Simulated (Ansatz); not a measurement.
# La on Zr(0001): change of the work function, part 3 of 3

Aim: the work function of Zr(0001) at several coverages of La (fcc site), and the dipole that each adsorbate carries.

Ansatz 0.2.0; plane-wave DFT, PBE, Ansatz PAW.

So far, work function, upper face (eV): step 2 (the clean slab) 4.17; step 3 (37 atoms, coverage 0.111 ML, cell 3x3) 3.04.

## 4. Adsorbate added, k-mesh 6×6×1, coverage 0.25 ML

System of this step: La/Zr(0001). The cell holds 17 atoms: 16 Zr and 1 La. Cell: a = 6.460 Å, b = 6.460 Å, c = 29.149 Å, α = 90.0°, β = 90.0°, γ = 60.0°. Vacuum lies along c.

Another coverage, to see how the dipoles act on each other as their distance changes.

The input, input.yaml:

```yaml
crystal:
  lattice:
    - [6.46, 0.0, 0.0]
    - [3.23, 5.5945241084, 0.0]
    - [0.0, 0.0, 29.1492129205]
  atoms:
    - { symbol: Zr, position: [0.3333333333, 0.3333333333, 0.3087561926] }
    - { symbol: Zr, position: [0.0, 0.0, 0.3970156941] }
    - { symbol: Zr, position: [0.3333333333, 0.3333333333, 0.4886910337] }
    - { symbol: Zr, position: [0.0, 0.0, 0.5723864419] }
    - { symbol: Zr, position: [0.3333333333, 0.8333333333, 0.3087561926] }
    - { symbol: Zr, position: [0.0, 0.5, 0.3970156941] }
    - { symbol: Zr, position: [0.3333333333, 0.8333333333, 0.4886910337] }
    - { symbol: Zr, position: [0.0, 0.5, 0.5723864419] }
    - { symbol: Zr, position: [0.8333333333, 0.3333333333, 0.3087561926] }
    - { symbol: Zr, position: [0.5, 0.0, 0.3970156941] }
    - { symbol: Zr, position: [0.8333333333, 0.3333333333, 0.4886910337] }
    - { symbol: Zr, position: [0.5, 0.0, 0.5723864419] }
    - { symbol: Zr, position: [0.8333333333, 0.8333333333, 0.3087561926] }
    - { symbol: Zr, position: [0.5, 0.5, 0.3970156941] }
    - { symbol: Zr, position: [0.8333333333, 0.8333333333, 0.4886910337] }
    - { symbol: Zr, position: [0.5, 0.5, 0.5723864419] }
    - { symbol: La, position: [0.1666666667, 0.1666666667, 0.6912438074] }
kpoints:
  mp_grid: { grid: [6, 6, 1] }
hamiltonian:
  xc: pbe
scf:
  occupations: { method: fermi_dirac, width: 0.1 }
  convergence: { dr2_threshold: 1.0e-08 }
efield:
  axis: 3
  dipole_correction: true
  ramp_position: 0.97
  ramp_width: 0.06
relax:
  f_tol: 0.02
  max_steps: 60
  constraints: [{ sites: [0, 1, 4, 5, 8, 9, 12, 13] }]
output:
  dos: { projected: true, e_range: [-8, 4] }
  write_potential: true
  write_density: true
  volumetric_format: npy
  elf: true
```

Run with:

```bash
ansatz run input.yaml --threads 4 --pin off --max-ram 16384MiB --backend cpu --events-out ev --progress --plain --runs-dir out
```

Numbers of over 12 decimals in the logs are rounded to 6 here.

What it wrote:

```text
La: projections on atomic orbitals take those of the free atom [Kr 4d10] 4f0 5s2 5p6 5d1 6s2, of charge +0.00 (hamiltonian.pseudopotentials.projection_atoms); the dataset's partial waves leave at most 1.9e-5 of an orbital's norm unspanned inside its sphere
[...]
Crystal: 17 atoms, lattice volume = 1053.471 Å³
Basis set: ecut = 420 eV, 20605 PW (Γ), exchange–correlation on 90×90×400 points (8 copies of the dense FFT grid, shifted against one another)
Bands: 122, of which v1, the nominal top of the filled ones, is band 102 counted from 1 (101 counted from 0)
Symmetry: 6 space group operations
[...]
k-points: 7 of 36 (time reversal used)
[...]
SCF iter   1: F=—  HF=-73188.478667 eV  |F-HF|=—  |Δ(HF+E_count)|=         —  Δρ=1.19e-1  dr2=1.17e3  ethr=1.77e-3  p=0.696 e·Å  D=1.20e-1 V/Å  ΔV_dip=-3.48 eV  dr2_dipole=6.23e2  V_vac-E_F(+/−)=1.12/4.60 eV  ⟨swp⟩=12.9  Hψ=4236  notcnv=0
[...]
SCF iter  29: F=-73183.384952 eV  HF=-73183.384952 eV  |F-HF|=3.51e-9  |Δ(HF+E_count)|=  8.15e-10  Δρ=1.80e-7  dr2=2.74e-9  ethr=4.93e-12  p=0.348 e·Å  D=5.98e-2 V/Å  ΔV_dip=-1.74 eV  dr2_dipole=1.17e-9  V_vac-E_F(+/−)=2.43/4.18 eV  ⟨swp⟩=13.0  Hψ=6394  notcnv=0
SCF 1 converged in 29 iterations: F = -73183.384952 eV  dr2 = 2.74e-9
[...]
relax step   1: F+E_penalty+E_count = -73183.38495177 eV  Δ(F+E_penalty+E_count) = +0.000e0 eV  max|allowed force component| = 1.839e0 eV/Å  Δτ_max = 0.0000 Å  (29 SCF iters, accepted)
Bands: 142, of which v1, the nominal top of the filled ones, is band 102 counted from 1 (101 counted from 0)
[...]
SCF iter  11: F=-73183.902971 eV  HF=-73183.902971 eV  |F-HF|=4.09e-9  |Δ(HF+E_count)|=   7.25e-9  Δρ=7.44e-7  dr2=7.53e-9  ethr=1.00e-12  p=0.369 e·Å  D=6.34e-2 V/Å  ΔV_dip=-1.85 eV  dr2_dipole=9.55e-11  V_vac-E_F(+/−)=2.33/4.18 eV  ⟨swp⟩=6.9  Hψ=6274  notcnv=0
SCF 2 converged in 11 iterations: F = -73183.902971 eV  dr2 = 7.53e-9
relax step   2: F+E_penalty+E_count = -73183.90297071 eV  Δ(F+E_penalty+E_count) = -5.180e-1 eV  max|allowed force component| = 1.795e0 eV/Å  Δτ_max = 0.1948 Å  (11 SCF iters, accepted)
[...]
SCF iter  11: F=-73184.270038 eV  HF=-73184.270038 eV  |F-HF|=1.72e-9  |Δ(HF+E_count)|=   1.64e-9  Δρ=3.04e-7  dr2=2.32e-9  ethr=4.93e-12  p=0.367 e·Å  D=6.31e-2 V/Å  ΔV_dip=-1.84 eV  dr2_dipole=5.21e-11  V_vac-E_F(+/−)=2.34/4.18 eV  ⟨swp⟩=6.7  Hψ=6038  notcnv=0
SCF 3 converged in 11 iterations: F = -73184.270038 eV  dr2 = 2.32e-9
[...]
relax step   3: F+E_penalty+E_count = -73184.27003839 eV  Δ(F+E_penalty+E_count) = -3.671e-1 eV  max|allowed force component| = 1.422e0 eV/Å  Δτ_max = 0.1918 Å  (11 SCF iters, accepted)
[...]
relax step   4: F+E_penalty+E_count = -73184.51866311 eV  Δ(F+E_penalty+E_count) = -2.486e-1 eV  max|allowed force component| = 7.842e-1 eV/Å  Δτ_max = 0.1950 Å  (9 SCF iters, accepted)
[...]
relax step   5: F+E_penalty+E_count = -73184.62244389 eV  Δ(F+E_penalty+E_count) = -1.038e-1 eV  max|allowed force component| = 1.001e-1 eV/Å  Δτ_max = 0.1949 Å  (9 SCF iters, accepted)
[...]
relax step   6: F+E_penalty+E_count = -73184.63474811 eV  Δ(F+E_penalty+E_count) = -1.230e-2 eV  max|allowed force component| = 7.095e-2 eV/Å  Δτ_max = 0.0881 Å  (9 SCF iters, accepted)
[...]
relax step   7: F+E_penalty+E_count = -73184.63585207 eV  Δ(F+E_penalty+E_count) = -1.104e-3 eV  max|allowed force component| = 2.275e-2 eV/Å  Δτ_max = 0.0156 Å  (7 SCF iters, accepted)
SCF iter   1: F=—  HF=-73184.637130 eV  |F-HF|=—  |Δ(HF+E_count)|=         —  Δρ=1.34e-4  dr2=2.42e-3  ethr=2.25e-5  p=0.332 e·Å  D=5.70e-2 V/Å  ΔV_dip=-1.66 eV  dr2_dipole=1.38e-4  V_vac-E_F(+/−)=2.53/4.19 eV  ⟨swp⟩=1.1  Hψ=1205  notcnv=0
[...]
SCF iter   6: F=-73184.635994 eV  HF=-73184.635994 eV  |F-HF|=3.41e-9  |Δ(HF+E_count)|=   3.73e-8  Δρ=5.44e-7  dr2=7.75e-9  ethr=4.93e-12  p=0.332 e·Å  D=5.71e-2 V/Å  ΔV_dip=-1.66 eV  dr2_dipole=3.82e-10  V_vac-E_F(+/−)=2.53/4.19 eV  ⟨swp⟩=7.0  Hψ=6878  notcnv=0
SCF 8 converged in 6 iterations: F = -73184.635994 eV  dr2 = 7.75e-9
relax step   8: F+E_penalty+E_count = -73184.63599391 eV  Δ(F+E_penalty+E_count) = -1.418e-4 eV  max|allowed force component| = 1.668e-3 eV/Å  Δτ_max = 0.0055 Å  (6 SCF iters, accepted)
[...]
WARN: The output density's exchange-correlation potential varies sharply where the density is thin. Do not read a vacuum level from v_tot or v_xc, or from such a field of the output density. On a cell that repeats whose density bears no net charge and no dipole along the vacuum's axis use v_es (v_loc + v_h of the components); under efield.dipole_correction with no amplitude use v_es + v_field, which holds any externa [...]
SCF converged after 6 iterations
Free energy (F): -73184.635994 eV
[...]
Internal energy: -73183.767310 eV  (E = F + TS)
E sigma→0 (E₀):  -73184.201652 eV
Entropy (-TS):   -0.868684 eV (-51.099 meV/atom)
Fermi energy:    3.391197 eV
Dipole field:    D = 0.057063 V/Å  (p = 0.332212 e·Å, saw-weighted, corrected)
Work function:   Φ+ = 2.5254 eV   Φ− = 4.1887 eV
[...]
--- Forces (eV/Å), atoms counted from 1 ---
  atom   1  Zr    -0.00545421    -0.00314899     0.43064003
  atom   2  Zr    -0.01869826    -0.01079545    -0.45225764
  atom   3  Zr    -0.00087405    -0.00050463     0.00163609
  atom   4  Zr     0.00037203     0.00021479    -0.00162445
  atom   5  Zr     0.00000000     0.00629798     0.43064003
  atom   6  Zr    -0.00000000     0.02159089    -0.45225764
  atom   7  Zr    -0.00000000     0.00100926     0.00163609
  atom   8  Zr     0.00000000    -0.00042959    -0.00162445
  atom   9  Zr     0.00545421    -0.00314899     0.43064003
  atom  10  Zr     0.01869826    -0.01079545    -0.45225764
  atom  11  Zr     0.00087405    -0.00050463     0.00163609
  atom  12  Zr    -0.00037203     0.00021479    -0.00162445
  atom  13  Zr     0.00000000    -0.00000000     0.44204227
  atom  14  Zr    -0.00000000     0.00000000    -0.37852903
  atom  15  Zr     0.00000000    -0.00000000    -0.00064468
  atom  16  Zr    -0.00000000     0.00000000     0.00029522
  atom  17  La     0.00000000    -0.00000000     0.00166841
  max |Σ_I F_I| component: 1.43e-5 eV/Å
--- Band table (eV; the first three rows and the last of 7) ---
  k-point 0: bands = [... 98 lower, 3.7639, 3.7639, 3.8520, 3.9141, 3.9957, 3.9957, 4.0059, 4.2362, ... 36 higher]
  k-point 1: bands = [... 98 lower, 3.6691, 3.6769, 3.7016, 3.7399, 3.8139, 3.8546, 3.8556, 4.0038, ... 36 higher]
  k-point 2: bands = [... 98 lower, 3.2428, 3.3794, 3.3816, 3.4562, 3.5216, 3.5848, 3.6029, 3.6477, ... 36 higher]
  k-point 6: bands = [... 98 lower, 2.9202, 2.9334, 2.9473, 2.9766, 3.2138, 3.2461, 3.4258, 3.5340, ... 36 higher]
--- Relaxed structure (8 steps of the walk, 8 accepted, 0 SCFs on fresh bases) ---
  F+E_penalty+E_count = -73184.63599391 eV   max|allowed force component| = 1.668e-3 eV/Å
  atoms:
    - { symbol: Zr, position: [0.333333, 0.333333, 0.3087561926] }
    - { symbol: Zr, position: [2.66671216701714e-17, 2.66671216701714e-17, 0.3970156941] }
    - { symbol: Zr, position: [0.337490, 0.337490, 0.488225] }
    - { symbol: Zr, position: [0.00485902, 0.00485902, 0.571924] }
    - { symbol: Zr, position: [0.333333, 0.833333, 0.3087561926] }
    - { symbol: Zr, position: [0.0, 0.5, 0.3970156941] }
    - { symbol: Zr, position: [0.337490, 0.825021, 0.488225] }
    - { symbol: Zr, position: [0.00485902, 0.490282, 0.571924] }
    - { symbol: Zr, position: [0.833333, 0.333333, 0.3087561926] }
    - { symbol: Zr, position: [0.5, 2.66671216701714e-17, 0.3970156941] }
    - { symbol: Zr, position: [0.825021, 0.337490, 0.488225] }
    - { symbol: Zr, position: [0.490282, 0.00485902, 0.571924] }
    - { symbol: Zr, position: [0.833333, 0.833333, 0.3087561926] }
    - { symbol: Zr, position: [0.500000, 0.5, 0.3970156941] }
    - { symbol: Zr, position: [0.833333, 0.833333, 0.487033] }
    - { symbol: Zr, position: [0.500000, 0.5, 0.581172] }
    - { symbol: La, position: [0.166667, 0.166667, 0.661787] }
```

Run time: 5.6 min. Hardware: 4 threads of Arm Neoverse V1, shared host; peak memory 3.5 GiB.

Relaxation path:

```
step  energy less that of the first step (eV)  largest force component (eV/Å)
   1                                   0.0000                          1.8392
   2                                  -0.5180                          1.7947
   3                                  -0.8851                          1.4220
   4                                  -1.1337                          0.7842
   5                                  -1.2375                          0.1001
   6                                  -1.2498                          0.0709
   7                                  -1.2509                          0.0227
   8                                  -1.2510                          0.0017
```

Forces are held to the 6 operations that the run works with; a distortion that breaks them can't arise in this run.

The atoms that moved most (Å):

```
atom      dx      dy      dz  length
La17   0.000   0.000  -0.859   0.859
Zr16   0.000   0.000   0.256   0.256
 Zr4   0.047   0.027  -0.013   0.056
 Zr8   0.000  -0.054  -0.013   0.056
Zr12  -0.047   0.027  -0.013   0.056
Zr11  -0.040   0.023  -0.014   0.048
 Zr7   0.000  -0.047  -0.014   0.048
 Zr3   0.040   0.023  -0.014   0.048
```

The relaxed structure:

```
Zr La
1.0
     6.46000    0.00000    0.00000
     3.23000    5.59452    0.00000
     0.00000    0.00000   29.14921
Zr La
16 1
Direct
  0.33333 0.33333 0.30876
  0.00000 0.00000 0.39702
  0.33749 0.33749 0.48823
  0.00486 0.00486 0.57192
  0.33333 0.83333 0.30876
  0.00000 0.50000 0.39702
  0.33749 0.82502 0.48823
  0.00486 0.49028 0.57192
  0.83333 0.33333 0.30876
  0.50000 0.00000 0.39702
  0.82502 0.33749 0.48823
  0.49028 0.00486 0.57192
  0.83333 0.83333 0.30876
  0.50000 0.50000 0.39702
  0.83333 0.83333 0.48703
  0.50000 0.50000 0.58117
  0.16667 0.16667 0.66179
```

Numbers from this step:

* energy at zero smearing: -73184.2017 eV
* work function, upper face: 2.525 eV
* dipole along the normal: 0.3322 e·Å
* step between the vacuum levels: -1.663 eV

Running mean over 2.573 Å of the planar mean; the ramp of the sawtooth is left out. Electron's electrostatic potential energy less the Fermi level against z:

z (Å), electron's electrostatic potential energy less the Fermi level (eV) and a bar from the least value:
```
        4       4.19 ##############################
        5       4.16 ##############################
        6       3.92 #############################
        7       2.15 #########################
        8      -5.13 ########
        9      -8.44 #
       10      -8.31 #
       11      -8.28 #
       12      -8.18 #
       13      -7.77 ##
       14      -8.28 #
       15      -8.67 
       16      -8.54 
       17      -8.12 #
       18      -4.54 ##########
       19      -0.86 ##################
       20      -0.27 ####################
       21       1.38 #######################
       22       2.33 ##########################
       23       2.49 ##########################
       24       2.52 ##########################
       25       2.52 ##########################
```

The density of states has structure finer than the step of the table below, so its rows give means over 0.25 eV, whole bins alone (the curve runs from -8 to 1.98 eV). Peaks (eV: height): -0.810: 49.2, -0.750: 75.6, 0.780: 69.0, 1.080: 181, 1.380: 53.9, 1.680: 69.0, 1.830: 87.1.

Density of states against energy, zero at the Fermi level; means over each step:

```
energy (eV)  density of states (states/eV a cell)
      -5.50                                     0
      -5.25                                 0.123
      -5.00                                  1.13
      -4.75                                  1.18
      -4.50                                  1.21
      -4.25                                  2.18
      -4.00                                  3.20
      -3.75                                  2.67
      -3.50                                  2.47
      -3.25                                  7.36
      -3.00                                  3.98
      -2.75                                  16.1
      -2.50                                  15.3
      -2.25                                  20.2
      -2.00                                  23.4
      -1.75                                  17.1
      -1.50                                  15.8
      -1.25                                  20.3
      -1.00                                  24.8
      -0.75                                  36.0
      -0.50                                  17.4
      -0.25                                  26.4
       0.00                                  23.6
       0.25                                  29.5
       0.50                                  29.0
       0.75                                  35.9
       1.00                                  97.4
       1.25                                  34.2
       1.50                                  29.9
       1.75                                  39.2
```

Projected DOS per atom over height of the atomic layer and energy from the Fermi level. Layers: Zr4 Zr4 Zr4 Zr4 La from below.

Ten even steps from '_' (0.0 states/eV) to '@' (25.0 states/eV), each cell a mean:
```
________..
________--
________@@
________..
__________
__________
__________
__________
__________
__________
__________
__________
__________
__________
__________
__________
__________
__________
__________
__________
__________
__________
```
Columns: height of the atomic layer (Å) from 9 to 19.3; rows upwards: energy from the Fermi level (eV) from -7.96 to 1.95.

ELF in the ca plane at fractional y = 0.000, with atoms of Zr within 0.2 Å of it. It is the smooth field of the valence electrons, not physical close to the nuclei.

Values, 9 rows by 16 columns, each cell a mean:
```
0.32 0.66 0.46 0.39 0.43 0.36 0.64 0.51 0.21 0.20 0.10 0.07 0.04 0.01 0.00 0.00
0.28 0.26 0.26 0.21 0.26 0.24 0.25 0.21 0.35 0.30 0.13 0.04 0.01 0.00 0.00 0.00
0.31 0.22 0.29 0.21 0.30 0.25 0.24 0.23 0.39 0.31 0.13 0.03 0.01 0.00 0.00 0.00
0.28 0.65 0.39 0.32 0.33 0.31 0.60 0.42 0.23 0.24 0.11 0.06 0.03 0.01 0.00 0.00
0.39 0.52 0.54 0.50 0.64 0.43 0.53 0.59 0.15 0.12 0.09 0.13 0.10 0.03 0.00 0.00
0.25 0.52 0.30 0.28 0.24 0.26 0.51 0.37 0.20 0.47 0.21 0.20 0.23 0.08 0.01 0.00
0.34 0.23 0.34 0.20 0.29 0.29 0.25 0.36 0.42 0.78 0.39 0.24 0.30 0.12 0.02 0.00
0.26 0.38 0.26 0.24 0.21 0.25 0.39 0.31 0.25 0.59 0.27 0.21 0.26 0.09 0.01 0.00
0.37 0.58 0.51 0.47 0.58 0.41 0.56 0.57 0.14 0.14 0.10 0.15 0.13 0.04 0.00 0.00
```
Columns run along c (16.0 Å, from fractional 0.35 to 0.90 of the cell), rows up along a (6.5 Å). Atoms in or near the plane, at fractional coordinates: Zr at (0.40, 0.00), Zr at (0.57, 0.00), Zr at (0.40, 0.50), Zr at (0.57, 0.49).

Electrostatic potential energy in the ca plane at fractional y = 0.000, with atoms of Zr within 0.2 Å of it. With pseudopotentials it is smooth inside the atoms' cores, unlike the true potential.

Ten even steps from '0' (-61 eV) to '9' (7 eV), each cell a mean:
```
98500037999999985100379999999999999999999999
98742368999999997534689999999999999999999999
99887789998888999888899999999999999999999999
99999999988778999999999999999999999999999999
99999999988778999999999999999999999999999999
99887789998888999878899999999999999999999999
98742368999999997534689999999999999999999999
98510037999999985100379999999999999999999999
98400037999999985000279999999999999999999999
98620158999999986201479998899999999999999999
99865679999889998655789988888999999999999999
99988899998778999888999876678999999999999999
99999999998778999999999875578999999999999999
99988899998778999888999876678999999999999999
99865679999889998655789988888999999999999999
98620158999999986101479998899999999999999999
98400037999999984000279999999999999999999999
```
Columns run along c (16.0 Å, from fractional 0.35 to 0.90 of the cell; values clipped at the 3rd and 97th percentile), rows up along a (6.5 Å). Atoms in or near the plane, at fractional coordinates: Zr at (0.40, 0.00), Zr at (0.57, 0.00), Zr at (0.40, 0.50), Zr at (0.57, 0.49).

Valence density in the ca plane at fractional y = 0.000, with atoms of Zr within 0.2 Å of it. It is the smooth field of the valence electrons, not physical close to the nuclei.

Ten steps, logarithmic in the rise over the least value, from '0' (0.0 e/Å³) to '9' (3.9 e/Å³), each cell a mean:
```
34799985333333447999852211100000000000000000
34588864333443345788632111000000000000000000
33455543334554333455322110000000000000000000
33333333335664333333221110000000000000000000
33333333335664333333221110000000000000000000
33455543334544333455322110000000000000000000
34689864333443345788632111000000000000000000
34799985333333447999852211100000000000000000
35899985333333457999963221110000000000000000
34799975333333347999853223321100000000000000
33467753333444335777643344432100000000000000
33344433334554333444433456653210000000000000
33333333334554333333333466654210000000000000
33344433334554333444433456653210000000000000
33467753333444335777543344432100000000000000
34799975333333347999853223221100000000000000
35899986333333458999963221110000000000000000
```
Columns run along c (16.0 Å, from fractional 0.35 to 0.90 of the cell), rows up along a (6.5 Å). Atoms in or near the plane, at fractional coordinates: Zr at (0.40, 0.00), Zr at (0.57, 0.00), Zr at (0.40, 0.50), Zr at (0.57, 0.49).

The relaxation took 8 steps and lowered the energy by 1.3 eV; the largest force on the free atoms ends at 0.0017 eV/Å.

By hand: a sheet of dipoles makes a step −p/(ε₀A) in the electron's potential. With e/ε₀ = 180.95 V·Å, p = 0.3322 e·Å and A = 36.14 Å², that is −180.95 × (0.3322) / 36.14 = -1.663 eV, and the two vacuum levels of the run differ by -1.663 eV.

The covered face has 2.53 eV, -1.64 eV against the clean one; the bare back face has moved by +0.01 eV, a measure of how thin the slab is.

## 5. Work function against coverage

This step: plane-wave DFT, PBE, Ansatz PAW; work function against coverage (Ansatz 0.2.0).

The runs are now put side by side.

This step gave:

```
work function of the clean face     : 4.165 eV
largest change of the work function : -1.640 eV
```

Work function of the covered face against coverage:

```
coverage (adsorbates/nm²)  work function of the covered face (eV)
                     0.00                                    4.17
                     1.23                                    3.04
                     2.77                                    2.53
```

The dipole per adsorbate comes from the change of the cell's dipole. Coverage, by row:

```
coverage (1/nm²)  coverage (ML)  work function (eV)  change (eV)  dipole per adsorbate, positive end outwards (debye)  mean height of the added atoms over the highest substrate atom (Å)
            1.23         0.1111               3.043       -1.123                                                2.443                                                               2.419
           2.767           0.25               2.525        -1.64                                                1.582                                                                2.35
```

## 6. Outcome

| Quantity | Value |
| --- | --- |
| work function of the clean face | 4.17 eV |
| work function at 0.11 ML | 3.04 eV |
| work function at 0.25 ML | 2.53 eV |
| dipole per adsorbate at 0.11 ML, positive end outwards | 2.44 D |

In words: La lowers the work function of Zr(0001) at the lowest coverage, by 1.12 eV: the adsorbate layer has its positive end outwards. The slab has 4 layers, at the tabulated experimental lattice constant, one starting site was run, and quantum-size effects of a slab this thin can reach one or two tenths of an eV. The main runs have no spin polarisation; a magnetic state could lie lower and would change these results.

[Logs are printed without paths, hosts, clocks, repeated set-up lines and the standing remarks that a program may print on its own settings, such as how far it seeks lower states.]

[Hosts, paths, dates, database ids (printed as entryN), source tags and the programs' standing remarks are cut or masked in the printed files.]

[Maps of the electrostatic potential energy from Ansatz leave out the sawtooth potential of an applied field or a dipole correction, so their vacuum need not be flat; planar profiles and work functions include it.]

[The density of states shown here was stored with 400 of the rows of the run's finer table, so its peaks can read low, often by over a quarter, or be missed, and its means over a window can be off by a tenth or more.]
